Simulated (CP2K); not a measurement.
Aminoethylene has these distinct C atoms: C1 (bonded to C and 2 H) and C2 (bonded to C, N and H).

```xyz
8

C     1.1649    0.3181    0.0571
C     0.0420   -0.4133    0.1717
N    -1.2053   -0.1154   -0.3761
H     1.1790    1.2831   -0.4510
H     2.1020   -0.0560    0.4606
H     0.0680   -1.3781    0.6830
H    -1.3426    0.8496   -0.6651
H    -2.0080   -0.4881    0.1200
```

Their partial C K spectra (CP2K XAS_TDP, all-electron GAPW, PBEh(45%), aug-cc-pVDZ, TDA, GW2X-corrected core level, no relativity) are given in random order, each times the number of alike atoms.

Gaussian full width 0.5 eV, oscillator strength per eV, alike atoms added, rows of zeros left out:

```tsv
E (eV)	curve 1	curve 2
287.00	0.009	0.000
287.25	0.052	0.000
287.50	0.073	0.000
287.75	0.026	0.000
288.00	0.002	0.004
288.25	0.000	0.040
288.50	0.000	0.108
288.75	0.000	0.073
289.00	0.002	0.013
289.25	0.008	0.001
289.50	0.015	0.000
289.75	0.026	0.000
290.00	0.018	0.000
290.25	0.005	0.000
290.50	0.004	0.003
290.75	0.016	0.016
291.00	0.023	0.022
291.25	0.010	0.008
291.50	0.004	0.005
291.75	0.013	0.006
292.00	0.025	0.004
292.25	0.027	0.002
292.50	0.022	0.002
292.75	0.009	0.006
293.00	0.003	0.010
293.25	0.007	0.013
293.50	0.010	0.022
293.75	0.005	0.014
294.00	0.001	0.005
294.25	0.001	0.011
294.50	0.002	0.018
294.75	0.002	0.015
295.00	0.003	0.017
295.25	0.003	0.014
295.50	0.001	0.006
295.75	0.002	0.007
296.00	0.005	0.008
296.25	0.008	0.013
296.50	0.008	0.011
296.75	0.004	0.007
297.00	0.007	0.006
297.25	0.014	0.007
297.50	0.023	0.006
297.75	0.027	0.002
298.00	0.019	0.001
298.25	0.024	0.001
298.50	0.043	0.005
298.75	0.024	0.014
299.00	0.009	0.016
299.25	0.017	0.035
```

Question: Which curve belongs to which atom?

Curve 1: C1 (bonded to C and 2 H), leading line at 287.44 eV (f = 0.041 an atom), ionisation energy 291.13 eV, term value 3.69 eV. Curve 2: C2 (bonded to C, N and H), leading line at 288.56 eV (f = 0.060 an atom), ionisation energy 293.04 eV, term value 4.48 eV. The leading line of an atom is its first one with 35 % of the strongest within 2.5 eV of its lowest line over the strength cut. A line lies at the core ionisation energy, which rises as an atom loses charge to its neighbours or to a π system, less the term value, which is large for a low π* or σ* orbital with weight on that atom.

[Banner, clock and machine lines of the logs are left out without a mark of their own.]

[Logs are printed without paths, hosts, clocks, repeated set-up lines and the standing remarks that a program may print on its own settings, such as how far it seeks lower states.]

[Hosts, paths, dates, database ids (printed as entryN), source tags and the programs' standing remarks are cut or masked in the printed files.]
